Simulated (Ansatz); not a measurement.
# Phonons of Os (P6_3/mmc, 2 atoms in the cell) against volume

Wanted: Grüneisen parameters and pressure coefficients of the modes of Os (P6_3/mmc, 2 atoms in the cell).

Program: Ansatz 0.2.0. Level of theory: DFT LDA, scalar-relativistic, plane waves, PAW; PAW set soft_1. Results are calculated unless marked as measured.

## 1. Set-up

Symmetry: P6_3/mmc, No. 194, hexagonal system. The conventional cell has a = 2.734 Å, b = 2.734 Å, c = 4.320 Å, α = 90.00°, β = 90.00°, γ = 120.00°. Os has 12 Os at 2.68 to 2.73 Å nearest.

## 2. A rough relaxation first

The start is far from rest, so a relaxation with loose tolerances brings it close first.

Input file input.yaml:

```yaml
crystal:
  lattice:
    - [2.7341, 0.0, 0.0]
    - [-1.36705, 2.3678000565, 0.0]
    - [0.0, 0.0, 4.3197]
  atoms:
    - { symbol: Os, position: [0.33333333, 0.66666667, 0.25] }
    - { symbol: Os, position: [0.66666667, 0.33333333, 0.75] }
kpoints:
  mp_grid: { grid: [9, 9, 6] }
hamiltonian:
  xc: lda
  pseudopotentials: { kind: paw, azcp: { folder: soft_1 }, xc_functional: pbe }
scf:
  occupations: { method: gaussian, width: 0.1 }
output:
  forces: true
  stress: true
  eigenvalues: true
relax:
  adjacent_minimum: "off"
  f_tol: 0.05
  max_steps: 80
  cell: { stress_tol: 0.5 }
```

Command:

```console
$ ansatz run input.yaml --threads 4 --pin off --max-ram 10240MiB --backend cpu --events-out ev --progress --plain --runs-dir out
```

Numbers of over 12 decimals in the logs are rounded to 6 here.

What it wrote:

```text
The last accepted step is kept in <dir> (removed where the run ends without a failure and the disk answers)
Engine: ansatz 0.2.0, aarch64-unknown-linux-gnu
Pseudopotentials: kind: paw
Pseudopotential: Os, paw, valence charge 16, recommended cutoff 420 eV (normal), soft_1/Os.paw.azcp
Functional definition: SPW92
  exchange = slater_x
  correlation = pw_c
Crystal: 2 atoms, lattice volume = 27.965 Å³
[...]
--- Relaxed structure (4 steps of the walk, 3 accepted, 1 SCFs on fresh bases) ---
  F+E_penalty+E_count = -22239.08196292 eV   max|allowed force component| = 2.128e-16 eV/Å   (the final SCF, on the basis selected at the relaxed cell)
  cell:  # Å, volume = 27.3769 Å³
    - [2.712877, 0.0, 0]
    - [-1.356439, 2.349420, 0]
    - [0, 0, 4.295306]
  atoms:
    - { symbol: Os, position: [0.333333, 0.666667, 0.250000] }
    - { symbol: Os, position: [0.666667, 0.333333, 0.750000] }
[key lines of the parts left out:]
SCF converged after 7 iterations
Free energy (F): -22239.081963 eV
Fermi energy:    26.323717 eV
P = ⅓ Tr σ = 0.0391 GPa (0.391 kbar)
```

Elapsed: 2.5 s, on 4 threads of Arm Neoverse V1, shared host; peak memory 0.29 GiB.

Relaxation path:

| step | energy less that of the first step (eV) | largest force component (eV/Å) | pressure (GPa) | volume (Å³) |
| --- | --- | --- | --- | --- |
| 1 | 0.0000 | 0.0000 | -8.99 | 27.96 |
| 2 | 0.0660 | 0.0000 | 22.68 | 26.16 |
| 3 | -0.0171 | 0.0000 | -0.79 | 27.43 |
| 4 | -0.0172 | 0.0000 | 0.03 | 27.38 |
| 5* | -0.0169 | 0.0000 | 0.04 | 27.38 |

Relaxation steps marked * repeat the geometry before them on a plane-wave basis chosen anew for their cell, so energy and pressure can jump there. Relaxation step 2 was tried and not accepted.

Forces are held to the 24 operations that the run works with; a distortion that breaks them can't arise in this run.

| conventional cell, symmetrised | before | after | change |
| --- | --- | --- | --- |
| a (Å) | 2.734 | 2.713 | -0.8 % |
| b (Å) | 2.734 | 2.713 | -0.8 % |
| c (Å) | 4.320 | 4.295 | -0.6 % |
| volume (Å³/atom) | 13.98 | 13.69 | -2.1 % |

Final coordinates:

```xyz
2
Lattice="2.7129 0.0000 0.0000 -1.3564 2.3494 0.0000 0.0000 0.0000 4.2953" Properties=species:S:1:pos:R:3 pbc="T T T"
Os    0.0000    1.5663    1.0738
Os    1.3564    0.7831    3.2215
```

This step gave:

* pressure: 0.03912 GPa
* volume per atom: 13.69 Å³
* gap on the k-mesh: 0 eV

In this step the volume went from 13.98 to 13.69 Å³/atom.

## 3. Bringing the structure to rest

The cell and atoms are relaxed, since residual forces and stress would shift the frequencies.

input.yaml, the sections that differ from step 2:

```yaml
crystal:
  lattice:
    - [2.7128770517, 0.0, 0.0]
    - [-1.3564385258, 2.3494204441, 0.0]
    - [0.0, 0.0, 4.2953063337]
  atoms:
    - { symbol: Os, position: [0.3333333333, 0.6666666667, 0.25] }
    - { symbol: Os, position: [0.6666666667, 0.3333333333, 0.75] }
kpoints:
  mp_grid: { grid: [18, 18, 10] }
output:
  forces: true
  stress: true
  eigenvalues: true
  write_density: true
  write_potential: true
  elf: true
  volumetric_format: npy
relax:
  adjacent_minimum: "off"
  f_tol: 0.005
  max_steps: 80
  cell: { stress_tol: 0.05 }
# hamiltonian, scf: as in step 2
```

What it wrote:

```text
[...]
Crystal: 2 atoms, lattice volume = 27.377 Å³
Basis set: ecut = 420 eV, 537 PW (Γ)
Bands: 20, of which v1, the nominal top of the filled ones, is band 16 counted from 1 (15 counted from 0)
Symmetry: 24 space group operations
[...]
k-points: 222 of 3240
[...]
SCF iter   1: F=—  HF=-22239.399971 eV  |F-HF|=—  |Δ(HF+E_count)|=         —  Δρ=6.10e-2  dr2=8.34e-1  ethr=3.10e-3  ⟨swp⟩=4.8  Hψ=17717  notcnv=0
[...]
SCF iter   6: F=-22239.070900 eV  HF=-22239.070900 eV  |F-HF|=9.30e-9  |Δ(HF+E_count)|=   6.18e-8  Δρ=1.04e-5  dr2=1.84e-8  ethr=3.13e-10  ⟨swp⟩=9.3  Hψ=28067  notcnv=0
SCF 1 converged in 6 iterations: F = -22239.070900 eV  dr2 = 1.84e-8
[...]
relax step   1: F+E_penalty+E_count = -22239.07089980 eV  Δ(F+E_penalty+E_count) = +0.000e0 eV  max|allowed force component| = 6.476e-17 eV/Å  Δτ_max = 0.0000 Å  P = +0.342 GPa  Ω = 27.377 Å³  (6 SCF iters, dr2 threshold 1.00e-7 eV, accepted)
Crystal: 2 atoms, lattice volume = 27.445 Å³
[...]
SCF iter   6: F=-22239.070748 eV  HF=-22239.070748 eV  |F-HF|=1.82e-11  |Δ(HF+E_count)|=  3.64e-12  Δρ=2.06e-8  dr2=3.64e-14  ethr=1.00e-12  ⟨swp⟩=4.0  Hψ=18730  notcnv=0
SCF 2 converged in 6 iterations: F = -22239.070748 eV  dr2 = 3.64e-14
relax step   2: F+E_penalty+E_count = -22239.07074783 eV  Δ(F+E_penalty+E_count) = +1.520e-4 eV  max|allowed force component| = 6.014e-17 eV/Å  Δτ_max = 0.0000 Å  P = -0.715 GPa  Ω = 27.445 Å³  energy of the carried Pulay correction = -4.212e-5 eV  (6 SCF iters, dr2 threshold 2.00e-7 eV, rejected (line search))
Crystal: 2 atoms, lattice volume = 27.400 Å³
[...]
SCF iter   6: F=-22239.070949 eV  HF=-22239.070949 eV  |F-HF|=3.64e-12  |Δ(HF+E_count)|=  1.09e-11  Δρ=1.28e-8  dr2=1.99e-14  ethr=1.00e-12  ⟨swp⟩=4.0  Hψ=18479  notcnv=0
SCF 3 converged in 6 iterations: F = -22239.070949 eV  dr2 = 1.99e-14
relax step   3: F+E_penalty+E_count = -22239.07094929 eV  Δ(F+E_penalty+E_count) = -4.949e-5 eV  max|allowed force component| = 1.018e-16 eV/Å  Δτ_max = 0.0000 Å  P = -0.007 GPa  Ω = 27.400 Å³  energy of the carried Pulay correction = -1.394e-5 eV  (6 SCF iters, accepted)
[...]
SCF iter   1: F=—  HF=-22239.070956 eV  |F-HF|=—  |Δ(HF+E_count)|=         —  Δρ=1.94e-6  dr2=2.11e-10  ethr=2.02e-8  ⟨swp⟩=3.3  Hψ=30779  notcnv=0
eigensolver tolerance schedule: the retry pair's looser diagonalisation over-reported the residual by 30686.62 of it (diagonalisation noise at 0.25 of the residual, at the tolerance the schedule requests for it); recorded, not acted on — ethr = c·dr2/N_el stays at c = 1.0e-1
SCF iter   2: F=—  HF=-22239.070962 eV  |F-HF|=—  |Δ(HF+E_count)|=   6.31e-6  Δρ=9.75e-7  dr2=4.25e-11  ethr=1.00e-12  ⟨swp⟩=3.1  Hψ=10149  notcnv=0
[...]
SCF iter   7: F=-22239.070962 eV  HF=-22239.070962 eV  |F-HF|=3.64e-12  |Δ(HF+E_count)|=  3.64e-12  Δρ=1.35e-10  dr2=4.18e-18  ethr=1.00e-12  ⟨swp⟩=1.6  Hψ=10091  notcnv=0
SCF 4 converged in 7 iterations: F = -22239.070962 eV  dr2 = 4.18e-18
relax step   4: F+E_penalty+E_count = -22239.07096243 eV  Δ(F+E_penalty+E_count) = -1.314e-5 eV  max|allowed force component| = 1.018e-16 eV/Å  Δτ_max = 0.0000 Å  P = -0.007 GPa  Ω = 27.400 Å³  stress off target by 8.81e-3 GPa  SCF on the basis re-selected at this cell (its energy is not comparable with the rows above)  (7 SCF iters)
basis re-selected at this cell: Δ(F+E_penalty+E_count) = -1.314e-5 eV, ΔP = -0.000 GPa vs the last step (what re-selecting the basis moved, of the pressure what is left beyond the Pulay correction that the steps carried, after the strain that the cell walked since its last selection, with what the two solves' SCF thresholds leave and, on support functions, any second-order correction that the steps lacked; it is no m [...]
SCF converged after 7 iterations
Free energy (F): -22239.070962 eV
[...]
Internal energy: -22239.063619 eV  (E = F + TS)
E sigma→0 (E₀):  -22239.067291 eV
Entropy (-TS):   -0.007343 eV (-3.672 meV/atom)
Fermi energy:    26.293311 eV
[...]
--- Stress (GPa, compression-positive) ---
       -0.006391      -0.000000       0.000000
       -0.000000      -0.006391       0.000000
        0.000000       0.000000      -0.008812
  P = ⅓ Tr σ = -0.0072 GPa (-0.072 kbar)
--- Band table (eV; the first three rows and the last of 222) ---
  k-point 0: bands = [... 12 lower, 23.3867, 24.0035, 24.0035, 24.6943, 24.6943, 26.3887, 28.0456, 28.0456]
  k-point 1: bands = [... 12 lower, 23.3117, 23.9182, 23.9182, 24.8915, 24.8915, 25.9612, 28.0648, 28.0648]
  k-point 2: bands = [... 12 lower, 23.1090, 23.6977, 23.6977, 24.9640, 25.3726, 25.3726, 28.0750, 28.0750]
  k-point 221: bands = [... 12 lower, 22.8060, 22.8060, 24.8771, 24.8771, 27.9812, 27.9812, 34.8849, 34.8849]
--- Relaxed structure (3 steps of the walk, 2 accepted, 1 SCFs on fresh bases) ---
[...]
cell:  # Å, volume = 27.3996 Å³
    - [2.714612, -2.8885991093198956e-11, 0.0]
    - [-1.357306, 2.350923, 0.0]
    - [0.0, 0.0, 4.293362]
  atoms:
    - { symbol: Os, position: [0.333333, 0.666667, 0.25] }
    - { symbol: Os, position: [0.666667, 0.333333, 0.75] }
```

Run time: 7.5 s. Hardware: 4 threads; peak memory 0.39 GiB; 28 s of CPU time.

Little changed from the start: no atom moved by 0.005 Å and no cell edge by 0.1 %.

This step gave:

- pressure: -0.007198 GPa
- volume per atom: 13.70 Å³

ELF in the ac plane at fractional y = 0.333, with atoms of Os within 0.2 Å of it. It is the smooth field of the valence electrons, not physical close to the nuclei.

Ten even steps from '_' (0.25) to '@' (0.61):
```
::::::::::......::::::::....
....::::....::++**####**==..
....::::....++%%@@@@@@@@##==
::..--::..--##@@@@%%%%@@@@**
--..--::..==%%@@%%++++%%@@##
--..--::..==%%@@%%++++%%@@##
::..--::..--##@@@@%%%%@@@@**
....::::....++%%@@@@@@@@##==
....::::....::++**####**==..
::::::::::......::::::::....
--::....::--::..________::--
::______..::----::....::----
..________..::------------::
....::::......::::----::....
::--====--::......::::......
--==++++==::..__........__..
--==++++==::..__........__..
::--====--::......::::......
....::::......::::----::....
..________..::------------::
::______..::----::....::----
--::....::--::..________::--
```
Columns run along a (2.7 Å), rows up along c (4.3 Å). Atoms in or near the plane, at fractional coordinates: Os at (0.67, 0.75).

Electrostatic potential energy in the ac plane at fractional y = 0.333, with atoms of Os within 0.2 Å of it. With pseudopotentials it is smooth inside the atoms' cores, unlike the true potential.

Ten even steps from '0' (-53 eV) to '9' (26 eV):
```
99999998766789
99999875433468
89999753111246
79998631000024
79998631000014
79998631000014
79998631000024
89999753111246
99999875433468
99999998766789
99999999988999
99999999999999
98888999999999
87777899999999
76666789999998
75556789999998
75556789999998
76666789999998
87777899999999
98888999999999
99999999999999
99999999988999
```
Columns run along a (2.7 Å; values clipped at the 3rd and 97th percentile), rows up along c (4.3 Å). Atoms in or near the plane, at fractional coordinates: Os at (0.67, 0.75).

Valence density in the ac plane at fractional y = 0.333, with atoms of Os within 0.2 Å of it. It is the smooth field of the valence electrons, not physical close to the nuclei.

Values in e/Å³, 22 rows by 14 columns:
```
0.4 0.4 0.3 0.3 0.4 0.5 0.6 0.8 1.1 1.2 1.2 1.0 0.7 0.6
0.5 0.4 0.4 0.4 0.4 0.6 1.0 1.7 2.6 3.1 3.0 2.3 1.4 0.8
0.7 0.5 0.4 0.4 0.5 0.9 1.8 3.4 5.0 5.8 5.6 4.5 2.9 1.4
0.9 0.5 0.4 0.5 0.6 1.2 2.9 5.2 7.0 7.8 7.7 6.5 4.4 2.2
1.1 0.6 0.5 0.5 0.7 1.5 3.6 6.2 8.0 8.6 8.5 7.5 5.3 2.8
1.1 0.6 0.5 0.5 0.7 1.5 3.6 6.2 8.0 8.6 8.5 7.5 5.3 2.8
0.9 0.5 0.4 0.5 0.6 1.2 2.9 5.2 7.0 7.8 7.7 6.5 4.4 2.2
0.7 0.5 0.4 0.4 0.5 0.9 1.8 3.4 5.0 5.8 5.6 4.5 2.9 1.4
0.5 0.4 0.4 0.4 0.4 0.6 1.0 1.7 2.6 3.1 3.0 2.3 1.4 0.8
0.4 0.4 0.3 0.3 0.4 0.5 0.6 0.8 1.1 1.2 1.2 1.0 0.7 0.6
0.4 0.4 0.4 0.4 0.4 0.4 0.5 0.5 0.6 0.6 0.6 0.6 0.5 0.4
0.4 0.4 0.5 0.5 0.4 0.4 0.4 0.4 0.4 0.4 0.4 0.4 0.4 0.4
0.5 0.6 0.6 0.6 0.6 0.5 0.5 0.4 0.4 0.4 0.4 0.4 0.4 0.5
0.7 0.9 1.0 1.0 0.9 0.7 0.5 0.4 0.4 0.4 0.4 0.4 0.4 0.6
0.9 1.3 1.6 1.6 1.3 0.9 0.6 0.5 0.4 0.4 0.4 0.4 0.5 0.7
1.1 1.7 2.1 2.0 1.6 1.1 0.7 0.5 0.4 0.4 0.4 0.4 0.5 0.7
1.1 1.7 2.1 2.0 1.6 1.1 0.7 0.5 0.4 0.4 0.4 0.4 0.5 0.7
0.9 1.3 1.6 1.6 1.3 0.9 0.6 0.5 0.4 0.4 0.4 0.4 0.5 0.7
0.7 0.9 1.0 1.0 0.9 0.7 0.5 0.4 0.4 0.4 0.4 0.4 0.4 0.6
0.5 0.6 0.6 0.6 0.6 0.5 0.5 0.4 0.4 0.4 0.4 0.4 0.4 0.5
0.4 0.4 0.5 0.5 0.4 0.4 0.4 0.4 0.4 0.4 0.4 0.4 0.4 0.4
0.4 0.4 0.4 0.4 0.4 0.4 0.5 0.5 0.6 0.6 0.6 0.6 0.5 0.4
```
Columns run along a (2.7 Å), rows up along c (4.3 Å). Atoms in or near the plane, at fractional coordinates: Os at (0.67, 0.75).

In this step the volume went from 13.69 to 13.70 Å³/atom.

## 4. Tight relaxation

Phonons need small forces and stress, so the relaxation is finished with tight tolerances on 18×18×12 k points.

Input file input.yaml:

```yaml
crystal:
  lattice:
    - [2.7146117488, 0.0, 0.0]
    - [-1.3573058744, 2.3509227359, 0.0]
    - [0.0, 0.0, 4.2933615386]
  atoms:
    - { symbol: Os, position: [0.3333333333, 0.6666666667, 0.25] }
    - { symbol: Os, position: [0.6666666667, 0.3333333333, 0.75] }
kpoints:
  mp_grid: { grid: [18, 18, 12] }
hamiltonian:
  xc: lda
  pseudopotentials: { kind: paw, azcp: { folder: soft_1 }, xc_functional: pbe }
scf:
  occupations: { method: methfessel_paxton, width: 0.2 }
output:
  forces: true
  stress: true
  eigenvalues: true
relax:
  adjacent_minimum: "off"
  f_tol: 0.001
  max_steps: 60
  cell: { stress_tol: 0.01 }
```

What it wrote:

```text
[...]
Crystal: 2 atoms, lattice volume = 27.400 Å³
Basis set: ecut = 420 eV, 537 PW (Γ)
Bands: 20, of which v1, the nominal top of the filled ones, is band 16 counted from 1 (15 counted from 0)
Symmetry: 24 space group operations
[...]
k-points: 259 of 3888
[...]
k-point 258: bands = [... 12 lower, 22.8097, 22.8097, 24.8823, 24.8823, 27.9804, 27.9804, 34.8860, 34.8860]
--- Relaxed structure (3 steps of the walk, 2 accepted, 1 SCFs on fresh bases) ---
[...]
cell:  # Å, volume = 27.3966 Å³
    - [2.715256, 0.0, 0.0]
    - [-1.357628, 2.351481, 0.0]
    - [0.0, 0.0, 4.290865]
  atoms:
    - { symbol: Os, position: [0.333333, 0.666667, 0.25] }
    - { symbol: Os, position: [0.666667, 0.333333, 0.75] }
[key lines of the parts left out:]
SCF converged after 4 iterations
Free energy (F): -22239.070714 eV
Fermi energy:    26.299754 eV
P = ⅓ Tr σ = -0.0008 GPa (-0.008 kbar)
```

Elapsed: 7.6 s, on 4 threads; peak memory 0.41 GiB; 28 s of CPU time.

Little changed from the start: no atom moved by 0.005 Å and no cell edge by 0.1 %.

This step gave:

- pressure: -8.35e-4 GPa

The forces vanish by symmetry and the pressure is -0.001 GPa, within the tolerances set. The cell now holds 13.70 Å³/atom.

## 5. Zone-centre response at rest

The force constants come from the linear response of the density to a displacement.

The modes at rest are the reference of the series.

input.yaml, the sections that differ from step 4:

```yaml
crystal:
  lattice:
    - [2.7152564569, 0.0, 0.0]
    - [-1.3576282284, 2.3514810694, 0.0]
    - [0.0, 0.0, 4.2908647584]
  atoms:
    - { symbol: Os, position: [0.3333333333, 0.6666666667, 0.25] }
    - { symbol: Os, position: [0.6666666667, 0.3333333333, 0.75] }
output:
  eigenvalues: true
phonons:
  method: dfpt
# kpoints, hamiltonian, scf: as in step 4
# relax: removed
```

What it wrote:

```text
zone centre: on kpoints.mp_grid the ground state, and the responses unless they are solved on pairs of k-points, stand on 637 of the mesh's 3888 k-points, reduced under 4 symmetry operations, with k and −k counted as one. Each operation leaves every solved displacement unchanged or reverses it
[...]
Crystal: 2 atoms, lattice volume = 27.397 Å³
Basis set: ecut = 420 eV, 537 PW (Γ), exchange–correlation on 40×40×60 points (8 copies of the dense FFT grid, shifted against one another)
Bands: 20, of which v1, the nominal top of the filled ones, is band 16 counted from 1 (15 counted from 0)
Symmetry: 24 space group operations
k-points: 637 of 3888 (irreducible under 4 space group operations, time reversal used)
[...]
SCF iter   1: F=—  HF=-22239.401443 eV  |F-HF|=—  |Δ(HF+E_count)|=         —  Δρ=6.10e-2  dr2=8.33e-1  ethr=3.10e-3  ⟨swp⟩=5.0  Hψ=116269  notcnv=0  defer=44
automatic band count: the SCF goes on with 24 bands, as 20 were too few: they end inside the smearing window of the response
[...]
SCF iter   2: F=—  HF=-22239.174787 eV  |F-HF|=—  |Δ(HF+E_count)|=   2.27e-1  S|Δr|=    0.00e0  Δρ=3.56e-2  dr2=2.76e-1  ethr=2.60e-3  ⟨swp⟩=2.0  Hψ=22898  notcnv=0  defer=431
[...]
SCF iter   8: F=-22239.070715 eV  HF=-22239.070715 eV  |F-HF|=3.64e-12  |Δ(HF+E_count)|=  8.73e-11  S|Δr|=    0.00e0  Δρ=1.35e-7  dr2=2.76e-12  ethr=1.00e-12  ⟨swp⟩=9.8  Hψ=69934  notcnv=0
SCF 1 converged in 8 iterations: F = -22239.070715 eV  dr2 = 2.76e-12
[...]
DFPT response loops at Γ: preconditioner auto → Kerker (q_TF=auto, 2.800 Å⁻¹) (partly filled bands, converged f_vac=0.000); β = 1.00, the filter's whole step (`scf.mixing.beta` (0.50) is not read by the response loops under this deck's `scf.mixing.preconditioner`; to damp them name `kerker` or `kerker_dos`, under which they read `scf.mixing.beta`, and type it under 1.00, their step now; both keys bind the ground state too); Broyden in place of MSR1
SCF converged after 8 iterations
[...]
Free energy (F): -22239.070715 eV
[...]
Internal energy: -22239.070922 eV  (E = F + TS)
E sigma→0 (E₀):  -22239.070767 eV
Entropy (-TS):   0.000207 eV (0.104 meV/atom)
Fermi energy:    26.299755 eV
[...]
--- Band table (eV; the first three rows and the last of 637) ---
  k-point 0: bands = [... 12 lower, 23.3982, 24.0086, 24.0086, 24.6889, 24.6889, 26.4012, 28.0482, 28.0482, ... 4 higher]
  k-point 1: bands = [... 12 lower, 23.3455, 23.9483, 23.9483, 24.8296, 24.8296, 26.0971, 28.0629, 28.0629, ... 4 higher]
  k-point 2: bands = [... 12 lower, 23.1982, 23.7856, 23.7856, 25.1886, 25.1886, 25.3390, 28.0824, 28.0824, ... 4 higher]
  k-point 636: bands = [... 12 lower, 22.8079, 22.8079, 24.6054, 24.6054, 28.6607, 28.6607, 31.3131, 31.3131, ... 4 higher]
--- Phonons (Γ-DFPT): 2 representative perturbations + reference, on 637 of 3888 k-points (Σ response iterations 4) ---
  k mesh reduced under 4 symmetry operations, with k and −k counted as one. Each operation leaves every solved displacement unchanged or reverses it
  ASR residual: 1.041e-4 → 0.000e0 eV/Å²; symmetrization residual: 8.592e-10 eV/Å²
  ASR residual per site (eV/Å²): 1.04e-4 1.04e-4
  Γ frequencies (cm⁻¹): 0.00 0.00 0.00 168.51 168.51 228.83
  non-analytic LO–TO correction: not included (Born effective charges unavailable; polar crystals: no LO–TO splitting at Γ)
```

It took 24 s on 4 threads; peak memory 1.2 GiB; 89 s of CPU time.

Numbers from this step:

```yaml
sum_rule_residual_before_enforcement: 1.04e-4 eV/Å²
point_group: 6/mmm
highest_optical_mode_at_the_zone_centre_no_lo_to_term: 228.8 cm⁻¹
lowest_optical_zone_centre_mode: 168.5 cm⁻¹
```

Patterns of degenerate modes are one choice out of their space. Modes at Γ:

| mode | frequency (cm⁻¹) | symmetry |
| --- | --- | --- |
| 1 | 0.0 | acoustic |
| 2 | 0.0 | acoustic |
| 3 | 0.0 | acoustic |
| 4 | 168.5 | E2g |
| 5 | 168.5 | E2g |
| 6 | 228.8 | B1g |

Displacements in mode 4 (168.5 cm⁻¹), the largest set to 1:
```
Os1  1.00  0.00  0.00
Os2 -1.00  0.00  0.00
```

Displacements in mode 6 (228.8 cm⁻¹), the largest set to 1:
```
Os1  0.00  0.00  1.00
Os2  0.00  0.00 -1.00
```

Before it was imposed, the acoustic sum rule was missed by 1.0e-4 eV/Å². Small misses are needed for a sound result but don't prove that mesh and cutoff are converged. The lowest optical mode is real, 169 cm⁻¹.

(Continued in part 2 of 2.)

[Logs are printed without paths, hosts, clocks, repeated set-up lines and the standing remarks that a program may print on its own settings, such as how far it seeks lower states.]

[Hosts, paths, dates, database ids (printed as entryN), source tags and the programs' standing remarks are cut or masked in the printed files.]
